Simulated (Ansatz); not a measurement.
# Cu(111) with 4 thermally displaced layers, 2x2: scattering by thermal displacements, part 2 of 2

Wanted: the phonon-limited resistivity of Cu at 800 K by the Landauer route.

Ansatz 0.2.0; Ansatz plane-wave DFT, PBE, PAW files; ballistic transport by layer matching (Landauer), zero bias; PAW set soft_1.

So far. Step 3 (With 8 displaced layers): Over the solved energies the transmission per spin lies between 2.84 and 2.87, out of 3.21 channels of the lead on average (up to 3.21).

### 4. With 12 displaced layers

Each atom of 12 layers is moved at random, by amounts drawn from a normal law 0.1251 Å wide in each direction from the Debye model (343 K) at 800 K. A fresh draw is used; the growth of the resistance with length is what counts.

System of this step: Cu(111) with 12 thermally displaced layers, 2x2. The cell holds 72 atoms: 72 Cu. Its edges and angles: a = 5.112 Å, b = 5.112 Å, c = 37.568 Å, α = 90.0°, β = 90.0°, γ = 120.0°. It derives from Cu. Regions: lead, 24 atoms (24 Cu); scattering region, 48 atoms (48 Cu). The structure is stacked along c, and the current runs across the ab planes.

input.yaml

```yaml
crystal:
  lattice:
    - [5.1123254594, 0.0, 0.0]
    - [-2.5561627297, 4.4274037203, 0.0]
    - [0.0, 0.0, 37.567766324]
  atoms:
    - { symbol: Cu, position: [0.0, 0.0, 0.0277777778] }
    - { symbol: Cu, position: [0.0, 0.5, 0.0277777778] }
    - { symbol: Cu, position: [0.5, 0.0, 0.0277777778] }
    - { symbol: Cu, position: [0.5, 0.5, 0.0277777778] }
    - { symbol: Cu, position: [0.1666666667, 0.3333333333, 0.0833333333] }
    - { symbol: Cu, position: [0.1666666667, 0.8333333333, 0.0833333333] }
    - { symbol: Cu, position: [0.6666666667, 0.3333333333, 0.0833333333] }
    - { symbol: Cu, position: [0.6666666667, 0.8333333333, 0.0833333333] }
    - { symbol: Cu, position: [0.3333333333, 0.1666666667, 0.1388888889] }
    - { symbol: Cu, position: [0.3333333333, 0.6666666667, 0.1388888889] }
    - { symbol: Cu, position: [0.8333333333, 0.1666666667, 0.1388888889] }
    - { symbol: Cu, position: [0.8333333333, 0.6666666667, 0.1388888889] }
    - { symbol: Cu, position: [0.9852953066, 0.9973842431, 0.1952823529] }
    - { symbol: Cu, position: [0.9645277055, 0.445641804, 0.1942037305] }
    - { symbol: Cu, position: [0.5208367774, 0.0306444154, 0.1963688246] }
    - { symbol: Cu, position: [0.4740250399, 0.4795479864, 0.2011400591] }
    - { symbol: Cu, position: [0.2110586261, 0.3850849846, 0.2570913944] }
    - { symbol: Cu, position: [0.1520902049, 0.844220026, 0.2515257702] }
    - { symbol: Cu, position: [0.6880176303, 0.3486460587, 0.2506728746] }
    - { symbol: Cu, position: [0.6496995466, 0.7908766542, 0.2494491873] }
    - { symbol: Cu, position: [0.3168193375, 0.1702295608, 0.303998551] }
    - { symbol: Cu, position: [0.3600419775, 0.6898115824, 0.306583551] }
    - { symbol: Cu, position: [0.8423836845, 0.1692930944, 0.3040643162] }
    - { symbol: Cu, position: [0.8223049016, 0.6526610183, 0.3068476154] }
    - { symbol: Cu, position: [0.0085582545, 0.0164257537, 0.3566864975] }
    - { symbol: Cu, position: [0.0109494716, 0.4784482192, 0.3586658328] }
    - { symbol: Cu, position: [0.4872083761, 0.9840802399, 0.3620806051] }
    - { symbol: Cu, position: [0.4708389698, 0.4697793897, 0.3582944511] }
    - { symbol: Cu, position: [0.1993982966, 0.3345839568, 0.4127786021] }
    - { symbol: Cu, position: [0.1448882074, 0.789366398, 0.4226262125] }
    - { symbol: Cu, position: [0.6361244054, 0.34686162, 0.418477028] }
    - { symbol: Cu, position: [0.6354251818, 0.8418183545, 0.4199874107] }
    - { symbol: Cu, position: [0.3484634593, 0.174042297, 0.4753828676] }
    - { symbol: Cu, position: [0.3420241684, 0.6761731566, 0.4718002523] }
    - { symbol: Cu, position: [0.8354941095, 0.1400656375, 0.4748589218] }
    - { symbol: Cu, position: [0.8055583098, 0.6358476836, 0.4734385603] }
    - { symbol: Cu, position: [0.0550165572, 0.0271744858, 0.5260605805] }
    - { symbol: Cu, position: [0.0106652552, 0.4871652502, 0.5273647729] }
    - { symbol: Cu, position: [0.4694516719, 0.9345215347, 0.5284158859] }
    - { symbol: Cu, position: [0.4649505047, 0.4802933575, 0.5228678194] }
    - { symbol: Cu, position: [0.1162269955, 0.3066791732, 0.5860827058] }
    - { symbol: Cu, position: [0.2070812328, 0.8326211037, 0.5869691736] }
    - { symbol: Cu, position: [0.6331929899, 0.2793060322, 0.5838325799] }
    - { symbol: Cu, position: [0.6715166025, 0.8212217618, 0.5843397889] }
    - { symbol: Cu, position: [0.3351458867, 0.1422690497, 0.6339707927] }
    - { symbol: Cu, position: [0.3249368854, 0.6607026534, 0.6377144634] }
    - { symbol: Cu, position: [0.8818731215, 0.2154272473, 0.637501387] }
    - { symbol: Cu, position: [0.863730316, 0.6932548942, 0.641263815] }
    - { symbol: Cu, position: [0.0201341519, 0.9890009937, 0.6969081192] }
    - { symbol: Cu, position: [0.0608970249, 0.5227094656, 0.6923800983] }
    - { symbol: Cu, position: [0.5327074571, 0.0356715322, 0.6956732284] }
    - { symbol: Cu, position: [0.5080143795, 0.5436033809, 0.6902825182] }
    - { symbol: Cu, position: [0.1787577386, 0.3328762543, 0.7460249002] }
    - { symbol: Cu, position: [0.2014237317, 0.8431637177, 0.7461143735] }
    - { symbol: Cu, position: [0.6752939724, 0.3211374454, 0.7436634068] }
    - { symbol: Cu, position: [0.6535316967, 0.840780601, 0.7521169933] }
    - { symbol: Cu, position: [0.3380230918, 0.1679429106, 0.8071206982] }
    - { symbol: Cu, position: [0.3447992266, 0.6999242946, 0.8060505563] }
    - { symbol: Cu, position: [0.8481668365, 0.1819482175, 0.8020350125] }
    - { symbol: Cu, position: [0.8375742278, 0.7098602743, 0.8066721877] }
    - { symbol: Cu, position: [0.0, 0.0, 0.8611111111] }
    - { symbol: Cu, position: [0.0, 0.5, 0.8611111111] }
    - { symbol: Cu, position: [0.5, 0.0, 0.8611111111] }
    - { symbol: Cu, position: [0.5, 0.5, 0.8611111111] }
    - { symbol: Cu, position: [0.1666666667, 0.3333333333, 0.9166666667] }
    - { symbol: Cu, position: [0.1666666667, 0.8333333333, 0.9166666667] }
    - { symbol: Cu, position: [0.6666666667, 0.3333333333, 0.9166666667] }
    - { symbol: Cu, position: [0.6666666667, 0.8333333333, 0.9166666667] }
    - { symbol: Cu, position: [0.3333333333, 0.1666666667, 0.9722222222] }
    - { symbol: Cu, position: [0.3333333333, 0.6666666667, 0.9722222222] }
    - { symbol: Cu, position: [0.8333333333, 0.1666666667, 0.9722222222] }
    - { symbol: Cu, position: [0.8333333333, 0.6666666667, 0.9722222222] }
kpoints:
  mp_grid: { grid: [5, 5, 1] }
hamiltonian:
  xc: pbe
  pseudopotentials: { kind: paw, azcp: { folder: soft_1 } }
scf:
  occupations: { method: fermi_dirac, width: 0.1 }
output:
  transmission:
    leads: [[0, 4]]
    kmesh: [10, 10]
    e_range: [-0.05, 0.05]
    de: 0.05
  write_potential: true
  write_density: true
  volumetric_format: npy
```

Command:

```bash
$ ansatz run input.yaml --threads 4 --pin off --max-ram 15360MiB --backend cpu --events-out ev --progress --plain --runs-dir out
```

Numbers of over 12 decimals in the logs are rounded to 6 here.

What it wrote:

```text
[...]
Crystal: 72 atoms, lattice volume = 850.321 Å³
Basis set: ecut = 420 eV, 16727 PW (Γ)
Bands: 821, of which v1, the nominal top of the filled ones, is band 684 counted from 1 (683 counted from 0)
Symmetry: 1 space group operations
[...]
k-points: 13 of 25 (time reversal used)
[...]
SCF iter   1: F=—  HF=-477070.905633 eV  |F-HF|=—  |Δ(HF+E_count)|=         —  Δρ=2.64e-1  dr2=3.58e2  ethr=3.10e-3  ⟨swp⟩=4.6  Hψ=31561  notcnv=0  defer=55
[...]
SCF iter  15: F=-477006.162935 eV  HF=-477006.162935 eV  |F-HF|=1.62e-8  |Δ(HF+E_count)|=   6.00e-9  Δρ=6.12e-7  dr2=1.66e-8  ethr=7.31e-12  ⟨swp⟩=2.0  Hψ=19596  notcnv=0
SCF 1 converged in 15 iterations: F = -477006.162935 eV  dr2 = 1.66e-8
[...]
transmission: 318 of 3172 steps passed
transmission: 636 of 3172 steps passed
[...]
transmission: 3172 of 3172 steps passed
SCF converged after 15 iterations
Free energy (F): -477006.162935 eV
[...]
Internal energy: -477005.342573 eV  (E = F + TS)
E sigma→0 (E₀):  -477005.752754 eV
Entropy (-TS):   -0.820363 eV (-11.394 meV/atom)
Fermi energy:    16.326956 eV
[...]
--- Band table (eV; the first three rows and the last of 13) ---
  k-point 0: bands = [... 680 lower, 16.3974, 16.7400, 16.7924, 16.8032, 16.8407, 16.8570, 16.8915, 17.0970, ... 133 higher]
  k-point 1: bands = [... 680 lower, 16.0691, 16.1563, 16.1705, 16.3011, 16.3235, 16.4453, 16.4684, 16.5059, ... 133 higher]
  k-point 2: bands = [... 680 lower, 16.1254, 16.1589, 16.2231, 16.2356, 16.3040, 16.3504, 16.3967, 16.4594, ... 133 higher]
  k-point 12: bands = [... 680 lower, 15.8696, 15.9672, 15.9766, 16.3293, 16.3498, 16.8114, 16.8474, 16.9435, ... 133 higher]
--- Transmission ---
  basis      : 199 plane waves across, 61 finite elements along
  points     : 52, standing for a mesh of 10 x 10
[...]
channels       : 3.170000e0 a spin
[...]
junction   : crystal 0 to crystal 0, 0.70 to 36.18 Å
    transmission   : 2.698117e0 a spin
[...]
```

Wall time 32 min (4 threads of Arm Neoverse V1, shared host); peak memory 7.4 GiB.

This step gave:

| Property | Result |
| --- | --- |
| free energy | -477006.1629 eV |
| energy at zero smearing | -477005.7528 eV |
| Fermi energy | 16.33 eV |
| transmission per spin nearest the Fermi level | 2.698 |
| open channels per spin nearest the Fermi level | 3.17 |
| step of the lead's potential | 5.8 meV |

Per spin. Transmission, zone mean against energy, zero at the Fermi level:

```csv
energy (eV),"transmission, zone mean"
-0.0500,2.69
0.0000,2.70
0.0500,2.77
```

Over the solved energies the transmission per spin lies between 2.69 and 2.77, out of 3.20 channels of the lead on average (up to 3.21).

### 5. Resistance against length

This step: Ansatz plane-wave DFT, PBE, PAW files; ballistic transport by layer matching (Landauer), zero bias; resistivity from the slope of the area resistance; PAW set soft_1 (Ansatz 0.2.0).

This step gave:

| Item | Value |
| --- | --- |
| resistivity | 6.407 µΩ cm |
| intercept | 0.001656 fΩ m² |
| scatter about the fit | 0.002586 fΩ m² |

Resistance, by row:

```csv
run,length (Å),T,channels N,RA (fΩ m²)
n4,8.348,3.032,3.21,0.05332
n8,16.7,2.857,3.21,0.1123
n12,25.05,2.72,3.197,0.1603
```

Area resistance against length of the displaced region:

```csv
length of the displaced region (Å),area resistance (fΩ m²)
8.35,0.0533
16.70,0.112
25.05,0.160
```

The area resistance goes from 0.053 to 0.16 fΩ m² between 8.3 and 25.0 Å, a slope of 6.4 µΩ cm.

By hand from the end points: (0.1603 − 0.05332) fΩ m² / (25.05 − 8.35) Å = 6.4 µΩ cm, since 1 fΩ m² per Å is 1000 µΩ cm.

### 6. Results

| Quantity | Value |
| --- | --- |
| resistivity from the slope | 6.41 µΩ cm |
| area resistance over 8.35 Å | 0.0533 fΩ m² |
| area resistance over 16.7 Å | 0.112 fΩ m² |
| area resistance over 25.0 Å | 0.160 fΩ m² |

The slope gives 6.4 µΩ cm. The points scatter by 0.0026 fΩ m² about the line, with one random draw a length in a 2x2 cell, so the slope is a rough value. The mean square of the displacements drawn is 0.75, 0.94 and 0.81 of the nominal one at the three lengths; with each resistance scaled back by that, the slope is 7.6 µΩ cm, the value used below. Read with a model of isotropic scattering on a spherical Fermi surface and the lead's 1.1×10¹⁵ S/m², this slope means a mean free path near 102 Å; over these lengths the model's slope is 1.13 times its bulk resistivity, which would be 6.7 µΩ cm. Uncorrelated displacements put too much weight on short waves, which scatter strongly; with the sideways repeat of a small cell, one draw and three short lengths, the method is good to a factor of two or three.

[Logs are printed without paths, hosts, clocks, repeated set-up lines and the standing remarks that a program may print on its own settings, such as how far it seeks lower states.]

[Hosts, paths, dates, database ids (printed as entryN), source tags and the programs' standing remarks are cut or masked in the printed files.]
